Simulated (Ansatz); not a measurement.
## Dielectric function and optical constants of SrCaCl2F2 (model structure)

What colour and refractive index does SrCaCl2F2 (model structure) have at this level of theory? The structure is a model built here, which may or may not match a known phase. It was built so: 1 of the 2 Sr atoms of the cell replaced by Ca in the P4/nmm structure of SrClF.

Method: DFT, PBE, plane-wave PAW, default files, scalar-relativistic, independent-particle optical response without local fields, in Ansatz 0.2.0.

This is a report of a sequence of runs, with most program output left out.

### 1. Set-up

It takes space group P4mm (No. 99, tetragonal). The conventional cell has a = 4.026 Å, b = 4.026 Å, c = 6.790 Å, α = 90.00°, β = 90.00°, γ = 90.00°. Nearest to Sr lie 4 F at 2.43 Å and 6 Cl at 3.00 to 3.79 Å. Nearest to Ca lie 4 F at 2.43 Å and 5 Cl at 3.00 to 3.04 Å. Cl has 1 Ca at 3.00 Å and 4 Sr at 3.04 Å nearest. Nearest to Cl lie 2 Sr at 3.00 to 3.79 Å and 4 Ca at 3.04 Å. Nearest to F lie 2 Sr at 2.43 Å and 2 Ca at 2.43 Å. 1 of the 2 Sr atoms of the cell replaced by Ca in the P4/nmm structure of SrClF. Farther neighbours and most contacts between anions are not listed.

### 2. Relaxation

The structure was built or cut out here, so it is relaxed before any spectrum is computed.

This step: DFT, PBE, plane-wave PAW, default files, scalar-relativistic, relaxation (Ansatz 0.2.0).

File input.yaml:

```yaml
crystal:
  lattice:
    - [4.02624903, 0.0, 0.0]
    - [0.0, 4.02624903, 0.0]
    - [0.0, 0.0, 6.78984903]
  atoms:
    - { symbol: Sr, position: [0.5, 0.0, 0.2015] }
    - { symbol: Ca, position: [0.0, 0.5, 0.7985] }
    - { symbol: Cl, position: [0.0, 0.5, 0.3571] }
    - { symbol: Cl, position: [0.5, 0.0, 0.6429] }
    - { symbol: F, position: [0.5, 0.5, 0.0] }
    - { symbol: F, position: [0.0, 0.0, 0.0] }
kpoints:
  mp_grid: { grid: [6, 6, 4] }
scf:
  occupations: { method: fermi_dirac, width: 0.05 }
hamiltonian:
  xc: pbe
  pseudopotentials: { kind: paw }
output:
  forces: true
  stress: true
relax:
  f_tol: 0.02
  max_steps: 50
  cell: {}
```

The run is started by

```sh
$ ansatz run input.yaml --threads 2 --pin off --max-ram 5120MiB --backend cpu --events-out ev --progress --plain --runs-dir out
```

The job ended after 44 s (2 threads of Arm Neoverse V1, shared host; peak memory 0.39 GiB; 86 s of CPU time).

Relaxation path:

```csv
step,energy less that of the first step (eV),largest force component (eV/Å),pressure (GPa),volume (Å³)
1,0.0000,0.5696,2.16,110.07
2,-0.0292,0.3904,-0.74,115.55
3,-0.0737,0.0998,-0.14,114.08
4,-0.0791,0.0557,-0.03,114.05
5,-0.0797,0.0466,0.04,113.87
6,-0.0797,0.0039,0.00,114.04
7*,-0.0869,0.0038,0.12,114.04
8,-0.0866,0.0076,-0.02,114.38
9,-0.0867,0.0035,-0.01,114.37
10*,-0.0871,0.0035,-0.01,114.37
```

Relaxation steps marked * repeat the geometry before them on a plane-wave basis chosen anew for their cell, so energy and pressure can jump there.

The run keeps the 8 symmetry operations that it works with, so distortions that break them were not tested.

```csv
"conventional cell, symmetrised",before,after,change
a (Å),4.026,4.045,+0.5 %
b (Å),4.026,4.045,+0.5 %
c (Å),6.790,6.992,+3.0 %
volume (Å³/atom),18.34,19.06,+3.9 %
```

The atoms that moved most (Å, as changes of fractional coordinates times the final cell):

```csv
atom,dx,dy,dz,length
Ca2,0.000,0.000,0.075,0.075
F5,0.000,0.000,-0.067,0.067
F6,0.000,0.000,-0.067,0.067
Cl4,0.000,0.000,0.030,0.030
Cl3,0.000,0.000,0.019,0.019
Sr1,0.000,0.000,0.009,0.009
```

The relaxed structure:

```xyz
6
Lattice="4.0445 0.0000 0.0000 0.0000 4.0445 0.0000 0.0000 0.0000 6.9917" Properties=species:S:1:pos:R:3 pbc="T T T"
Sr    2.0223    0.0000    1.4180
Ca    0.0000    2.0223    5.6583
Cl    0.0000    2.0223    2.5161
Cl    2.0223    0.0000    4.5246
F     2.0223    2.0223   -0.0668
F     0.0000    0.0000   -0.0668
```

The relaxation ends with a largest force component of 0.0035 eV/Å and a pressure of -0.01 GPa.

### 3. Ground state and bands

The self-consistent density comes first; it also tells whether there is a gap, which decides the occupations and the need for a Drude term.

This step: DFT, PBE, plane-wave PAW, default files, scalar-relativistic, ground state (Ansatz 0.2.0).

File input.yaml:

```yaml
crystal:
  lattice:
    - [4.0445204947, 0.0, 0.0]
    - [0.0, 4.0445204947, 0.0]
    - [0.0, 0.0, 6.9917026436]
  atoms:
    - { symbol: Sr, position: [0.5, 0.0, 0.2028105224] }
    - { symbol: Ca, position: [0.0, 0.5, 0.8092856245] }
    - { symbol: Cl, position: [0.0, 0.5, 0.3598707279] }
    - { symbol: Cl, position: [0.5, 0.0, 0.6471421339] }
    - { symbol: F, position: [0.5, 0.5, -0.0095545043] }
    - { symbol: F, position: [0.0, 0.0, -0.0095545043] }
kpoints:
  mp_grid: { grid: [6, 6, 3] }
  band_path:
    path:
      - [[0.0, 0.0, 0.0], [0.0, 0.5, 0.0], [0.5, 0.5, 0.0], [0.0, 0.0, 0.0], [0.0, 0.0, 0.5], [0.0, 0.5, 0.5], [0.5, 0.5, 0.5], [0.0, 0.0, 0.5]]
      - [[0.0, 0.5, 0.0], [0.0, 0.5, 0.5]]
      - [[0.5, 0.5, 0.0], [0.5, 0.5, 0.5]]
    npoints: 7
scf:
  occupations: { method: fermi_dirac, width: 0.05 }
  n_extra_bands: 10
hamiltonian:
  xc: pbe
  pseudopotentials: { kind: paw }
output:
  forces: true
  stress: true
  populations: true
  write_bands: true
  write_density: true
  write_potential: true
  elf: true
  volumetric_format: npy
```

It took 11 s on 2 threads; peak memory 0.43 GiB; 22 s of CPU time.

Read-outs, printed or worked out from the files:

- free energy: -9150.4173 eV
- Fermi energy: 7.316 eV
- gap by band count: 5.748 eV
- electrons: 48
- symmetry operations: 8
- pressure: -0.005249 GPa
- gap on the k-mesh: 5.748 eV
- volume: 114.4 Å³
- gap on the path: 5.748 eV
- least direct gap on the path: 5.748 eV

There is a gap, 5.75 eV on the path, so no carriers' term is needed. The cell is left with a pressure of 0.0 GPa after its relaxation.

Electronic bands along the path, in eV, zero at the Fermi level; v1 is the highest filled band, c1 the lowest empty one:

```csv
point,v4,v3,v2,v1,c1,c2,c3,c4
Γ,-3.92,-2.98,-2.95,-2.95,2.80,2.99,3.87,4.08
0.43 of the way,-3.88,-3.33,-3.08,-3.00,3.50,3.66,4.00,4.24
X,-3.75,-3.34,-3.23,-3.20,3.55,3.87,4.06,4.57
0.57 of the way,-3.81,-3.50,-3.29,-3.17,3.83,4.05,4.38,4.67
M,-3.87,-3.48,-3.37,-3.37,3.90,4.46,4.57,4.57
0.43 of the way,-3.86,-3.46,-3.20,-3.08,3.73,4.06,4.44,4.68
Γ,-3.92,-2.98,-2.95,-2.95,2.80,2.99,3.87,4.08
0.43 of the way,-3.88,-3.15,-2.96,-2.96,2.93,3.31,4.05,4.10
Z,-3.82,-3.51,-2.99,-2.99,3.30,3.69,4.12,4.12
0.43 of the way,-3.79,-3.11,-3.10,-3.07,3.75,3.93,4.18,4.30
R,-3.74,-3.31,-3.10,-3.04,3.62,4.13,4.55,4.56
0.57 of the way,-3.84,-3.59,-3.34,-3.20,4.16,4.39,4.59,4.73
A,-3.80,-3.47,-3.47,-3.35,4.52,4.58,4.58,4.60
0.57 of the way,-4.17,-3.22,-3.20,-3.03,4.03,4.20,4.32,4.54
Z,-3.82,-3.51,-2.99,-2.99,3.30,3.69,4.12,4.12
jump to X,-3.75,-3.34,-3.23,-3.20,3.55,3.87,4.06,4.57
0.43 of the way,-3.75,-3.33,-3.17,-3.13,3.57,4.01,4.15,4.56
R,-3.74,-3.31,-3.10,-3.04,3.62,4.13,4.55,4.56
jump to M,-3.87,-3.48,-3.37,-3.37,3.90,4.46,4.57,4.57
0.57 of the way,-3.83,-3.43,-3.43,-3.40,4.21,4.50,4.57,4.57
A,-3.80,-3.47,-3.47,-3.35,4.52,4.58,4.58,4.60
```

Valence density in the ac plane at fractional y = 0.000, with atoms of Sr and Cl and F within 0.2 Å of it. It is the smooth field of the valence electrons, not physical close to the nuclei.

Values in e/Å³, 24 rows by 14 columns, each cell a mean:
```
11  6  1  0  0  0  0  0  0  0  0  1  3  8
 5  3  1  0  0  0  0  0  0  0  0  0  1  3
 1  1  0  0  0  0  0  0  0  0  0  0  0  1
 0  0  0  0  0  0  0  0  0  0  0  0  0  0
 0  0  0  0  0  0  0  0  0  0  0  0  0  0
 0  0  0  0  0  1  1  1  1  1  0  0  0  0
 0  0  0  0  1  1  2  2  2  1  0  0  0  0
 0  0  0  0  1  2  1  1  1  2  1  0  0  0
 0  0  0  0  1  2  1  0  1  2  1  0  0  0
 0  0  0  0  1  1  2  2  2  1  1  0  0  0
 0  0  0  0  0  1  1  1  1  1  0  0  0  0
 0  0  0  0  0  0  1  1  0  0  0  0  0  0
 0  0  0  0  0  0  0  0  0  0  0  0  0  0
 0  0  0  0  0  0  0  0  0  0  0  0  0  0
 0  0  0  0  0  0  0  0  0  0  0  0  0  0
 0  0  0  0  0  0  1  1  1  0  0  0  0  0
 0  0  0  0  0  1  2  2  2  1  0  0  0  0
 0  0  0  0  1  2  3  2  3  2  1  0  0  0
 0  0  0  0  1  2  2  2  3  2  1  0  0  0
 0  0  0  0  1  2  2  2  3  2  1  0  0  0
 0  0  0  0  1  2  2  3  2  1  0  0  0  0
 1  1  0  0  0  1  1  1  1  1  0  0  1  1
 6  4  1  0  0  0  0  0  0  0  0  0  2  4
12  7  2  0  0  0  0  0  0  0  0  1  3  9
```
Atoms in or near the plane, at fractional coordinates: Sr at (0.50, 0.20), Cl at (0.50, 0.65), F at (0.00, 0.99).

ELF in the ac plane at fractional y = 0.000, with atoms of Sr and Cl and F within 0.2 Å of it. It is the smooth field of the valence electrons, not physical close to the nuclei.

Ten even steps from '0' (0.01) to '9' (0.88), each cell a mean:
```
68861000003797
89840000002588
87410011100267
43101355420023
00015788873100
00258999997410
00489988999730
01689964799840
01689953799840
00589988999730
00369999998510
00137899986200
00013567652000
00000011100000
00000012100000
00003688751000
00027999995100
00049975898300
00059920598300
10049942698201
54117998995124
88413799971168
89830256411598
58861011002797
```
Atoms in or near the plane, at fractional coordinates: Sr at (0.50, 0.20), Cl at (0.50, 0.65), F at (0.00, 0.99).

### 4. Spectrum

The spectrum is a sum over vertical transitions between filled and empty bands at the fixed density, so many empty bands are needed.

This step: DFT, PBE, plane-wave PAW, default files, scalar-relativistic, independent-particle optical response without local fields (Ansatz 0.2.0).

input.yaml, the sections that differ from step 3:

```yaml
kpoints:
  mp_grid: { grid: [6, 6, 3] }
scf:
  occupations: { method: fixed }
output:
  optics:
    e_range: [0, 30]
    de: 0.05
    sigma: 0.1
    nscf_kmesh: { grid: [6, 6, 4] }
    bands: auto
# crystal, hamiltonian: as in step 3
```

The job ended after 2.7 min (2 threads; peak memory 1.4 GiB).

This step gave:

```
electronic dielectric constant ε∞, mean over x, y and z (by symmetry where fewer were run) : 3.169
absorption onset, first axis (α over 10⁴ cm⁻¹, or the direct gap if that lies higher)      : 5.925 eV
main peak of Im epsilon, first axis                                                        : 7.155 eV
least direct gap on the mesh                                                               : 5.748 eV
bands summed                                                                               : 113
spectra valid up to                                                                        : 42.10 eV
program's estimate of the k-sum error in Im epsilon                                        : 0.04 %
electrons in the f-sum                                                                     : 35.03
```

The Im ε has structure finer than the step of the table below, so its rows give means over 1 eV, whole bins alone (the curve runs from 0 to 30 eV). Peaks (eV: height): E ∥ x or y 7.2: 6.10, 8.0: 5.30, 9.4: 4.59, 12.9: 2.96, 22.4: 2.62, 26.4: 2.50; E ∥ z 7.2: 4.94, 8.1: 5.93, 9.9: 3.86, 11.8: 3.34, 12.9: 4.51, 21.9: 2.23, 26.0: 2.37.

Im ε against photon energy; means over each step:

```csv
photon energy (eV),E ∥ x or y,E ∥ z
5,0,0
6,0.250,0.181
7,3.91,2.66
8,4.52,5.06
9,4.27,3.58
10,3.44,3.15
11,2.15,2.46
12,2.23,2.48
13,2.30,2.79
14,1.50,1.95
15,1.34,1.18
16,1.18,0.945
17,0.766,0.941
18,0.580,0.579
19,0.464,0.426
20,0.571,0.410
21,1.14,0.748
22,1.80,1.69
23,1.57,1.74
24,0.962,0.986
25,0.484,0.603
26,1.51,1.85
27,1.74,1.55
28,0.523,0.515
29,0.365,0.363
```

Re ε against photon energy:

```csv
photon energy (eV),E ∥ x or y,E ∥ z
0,3.20,3.11
1,3.22,3.14
2,3.29,3.20
3,3.44,3.33
4,3.69,3.55
5,4.15,3.96
6,5.46,5.03
7,7.26,7.67
8,2.77,3.50
9,1.42,1.16
10,0.502,1.24
11,0.737,0.786
12,1.34,0.417
13,0.130,0.173
14,0.282,-0.218
15,0.0953,-0.148
16,0.292,0.362
17,0.482,0.525
18,0.592,0.470
19,0.946,0.794
20,1.36,1.08
21,1.77,1.87
22,1.22,0.963
23,0.219,0.332
24,-0.279,-0.0275
25,0.783,0.906
26,1.58,0.923
27,-0.442,-0.603
28,-0.283,-0.244
29,-0.0643,-0.0149
30,0.241,0.258
```

The refractive index n and extinction k by photon energy:

```csv
photon energy (eV),"n, E ∥ x or y","k, E ∥ x or y","n, E ∥ z","k, E ∥ z"
0,1.79,0,1.76,0
2,1.82,0,1.79,0
4,1.92,0,1.89,0
6,2.34,0.0377,2.24,0.0257
8,2.08,1.25,2.28,1.30
10,1.46,1.28,1.62,1.18
12,1.37,0.733,1.13,0.927
14,0.974,0.817,0.885,1.00
16,0.904,0.725,0.879,0.641
18,0.830,0.312,0.763,0.334
20,1.19,0.246,1.06,0.196
22,1.27,0.633,1.22,0.725
24,0.563,0.772,0.569,0.592
26,1.34,0.450,1.32,0.901
28,0.397,0.664,0.411,0.642
30,0.529,0.197,0.563,0.244
```

The reflectivity at normal incidence has structure finer than the step of the table below, so its rows give means over 1 eV, whole bins alone (the curve runs from 0 to 30 eV). Peaks (eV: height): E ∥ x or y 7.1: 27.6, 10.1: 25.1, 13.2: 24.8, 22.4: 17.6, 24.0: 25.9, 27.4: 43.9, 28.9: 32.9; E ∥ z 7.2: 25.6, 8.1: 27.0, 13.2: 31.1, 23.9: 25.8, 26.9: 31.6, 27.4: 44.6, 29.1: 23.9.

The reflectivity at normal incidence by photon energy; means over each step:

```csv
photon energy (eV),E ∥ x or y (%),E ∥ z (%)
1,8.09,7.74
2,8.40,8.03
3,8.97,8.55
4,9.96,9.44
5,11.8,11.0
6,16.0,14.6
7,24.7,21.5
8,22.2,24.7
9,22.2,19.5
10,23.2,17.7
11,15.1,15.1
12,13.4,15.8
13,19.6,20.5
14,14.0,20.7
15,12.8,18.1
16,11.2,9.16
17,7.38,7.99
18,4.12,5.96
19,1.36,1.56
20,1.95,1.06
21,5.42,3.91
22,10.1,9.11
23,14.0,13.4
24,16.3,14.1
25,2.94,2.78
26,7.99,12.4
27,29.3,28.5
28,31.6,31.4
29,24.5,20.1
```

The loss function −Im 1/ε at q → 0 has structure finer than the step of the table below, so its rows give means over 1 eV, whole bins alone (the curve runs from 0 to 30 eV). Peaks (eV: height): E ∥ x or y 16.6: 1.10, 24.1: 1.66, 28.3: 2.53, 29.2: 3.81; E ∥ z 17.8: 1.26, 24.1: 1.53, 28.6: 2.62, 29.2: 3.36.

The loss function −Im 1/ε at q → 0 by energy loss; means over each step:

```csv
energy loss (eV),E ∥ x or y,E ∥ z
5,0,0
6,0.00704,0.00613
7,0.0677,0.0541
8,0.152,0.135
9,0.197,0.242
10,0.292,0.259
11,0.426,0.340
12,0.367,0.361
13,0.435,0.324
14,0.643,0.518
15,0.714,0.861
16,0.775,0.897
17,0.962,0.842
18,0.810,0.994
19,0.410,0.497
20,0.265,0.286
21,0.287,0.178
22,0.346,0.352
23,0.618,0.536
24,1.12,1.01
25,0.678,0.513
26,0.328,0.412
27,0.509,0.578
28,1.64,1.69
29,2.83,2.69
```

At chosen wavelengths:

```csv
wavelength (nm),n xy,k xy,R (%) xy,1/α xy,n z,k z,R (%) z,1/α z
1064,1.80,0.000,8.1,over 1 mm,1.77,0.000,7.8,over 1 mm
800,1.80,0.000,8.2,over 1 mm,1.78,0.000,7.9,over 1 mm
450,1.84,0.000,8.8,over 1 mm,1.81,0.000,8.4,over 1 mm
405,1.86,0.000,9.0,over 1 mm,1.83,0.000,8.6,over 1 mm
308,1.92,0.000,10.0,over 1 mm,1.89,0.000,9.4,over 1 mm
248,2.04,0.000,11.7,over 1 mm,1.99,0.000,11.0,over 1 mm
193,2.50,0.129,18.5,119 nm,2.38,0.099,16.8,154 nm
```

Rows near the edge hang on the gap, which this functional as a rule makes too small, and phonon-assisted absorption is left out.

Through 1 µm of it, D65 light comes out colourless (x = 0.313, y = 0.330; 85 % transmitted).

At 1064 nm the birefringence n(z) − n(x) is -0.024: the crystal is uniaxial negative at this level.

The first strong peak, at 7.16 eV, fits the second-highest filled and the second-lowest empty band, which run nearly parallel at that distance over 80 % of X–R; the match rests on energies alone.

The f-sum over the summed bands holds 35.0 of the cell's 48 electrons outside the frozen cores. Up to 30 eV the strength has a mean oscillator energy of 13.0 eV, well above the main peak, so higher transitions carry much of it.

### 5. Static response with local fields

Perturbation theory gives the static response with local fields and the functional's kernel, and it needs no empty bands.

This step: DFT, PBE, plane-wave PAW, default files, scalar-relativistic, static field response by perturbation theory with local fields (Ansatz 0.2.0).

Changes to input.yaml since step 4:

```diff
@@ -19,8 +19,2 @@
   pseudopotentials: { kind: paw }
-output:
-  optics:
-    e_range: [0, 30]
-    de: 0.05
-    sigma: 0.1
-    nscf_kmesh: { grid: [6, 6, 4] }
-    bands: auto
+dielectric: {}
```

Wall time 53 s (2 threads); peak memory 0.85 GiB.

Numbers from this step:

- electronic dielectric constant ε∞, mean over x, y and z (by symmetry where fewer were run): 2.942

ε∞ with local fields:

```
2.97 0.00 0.00
0.00 2.97 0.00
0.00 0.00 2.89
```

Diagonal elements. Born, by row:

```csv
atom,Z*xx (e),Z*yy (e),Z*zz (e)
Sr1,2.503,2.503,2.565
Ca2,2.593,2.593,2.524
Cl3,-1.268,-1.268,-1.05
Cl4,-1.279,-1.279,-1.081
F5,-1.279,-1.269,-1.479
F6,-1.269,-1.279,-1.479
```

Mean Born charges are Sr +2.52, Ca +2.57, Cl -1.20 and F -1.34, against formal valences of +2, +2, -1 and -1. That of Ca exceeds its valence by 28 %, the mark of charge moving along hybridised bonds as the atoms shift.

### 6. Summary of results

| Item | Value |
| --- | --- |
| gap on the path | 5.75 eV |
| least direct gap on the path | 5.75 eV |
| electronic dielectric constant ε∞, mean over x, y and z (by symmetry where fewer were run) (independent particles) | 3.17 |
| absorption onset, first axis (α over 10⁴ cm⁻¹, or the direct gap if that lies higher) | 5.92 eV |
| main peak of Im epsilon, first axis | 7.16 eV |
| electronic dielectric constant ε∞, mean over x, y and z (by symmetry where fewer were run) (static response with local fields) | 2.94 |

At this level (PBE, independent particles) SrCaCl2F2 has a mean ε∞ = 3.17 (2.94 with local fields) and n = 1.79 at 1550 nm (E ∥ x); absorption sets in near 5.9 eV, and Im ε peaks at 7.2 eV (E ∥ x). The cell grew by 3.9 % in volume. The gap on the path is direct, 5.75 eV. The absorption coefficient passes 10⁴ cm⁻¹ at 5.92 eV, in the ultraviolet, so the visible is passed. Distinct maxima of Im ε, read by a parabola through the highest points, lie at 7.16 eV (6.1), 7.94 eV (5.3), 8.78 eV (4.6) and 9.40 eV (4.6) for E ∥ x or y. The static values by axis are 3.20 (xy), 3.11 (z). The first strong peak, at 7.16 eV, fits the second-highest filled and the second-lowest empty band, which run nearly parallel at that distance over 80 % of X–R; the match rests on energies alone. Through 1 µm of it, D65 light comes out colourless (x = 0.313, y = 0.330; 85 % transmitted). In the base spectrum excitons and phonon-assisted transitions are missing, and so are local fields; PBE gaps are as a rule too small, which pulls the onset down and ε∞ up. In the base run ε includes the program's bounded estimate of what the bands above those summed add.

[Logs are printed without paths, hosts, clocks, repeated set-up lines and the standing remarks that a program may print on its own settings, such as how far it seeks lower states.]

[Hosts, paths, dates, database ids (printed as entryN), source tags and the programs' standing remarks are cut or masked in the printed files.]
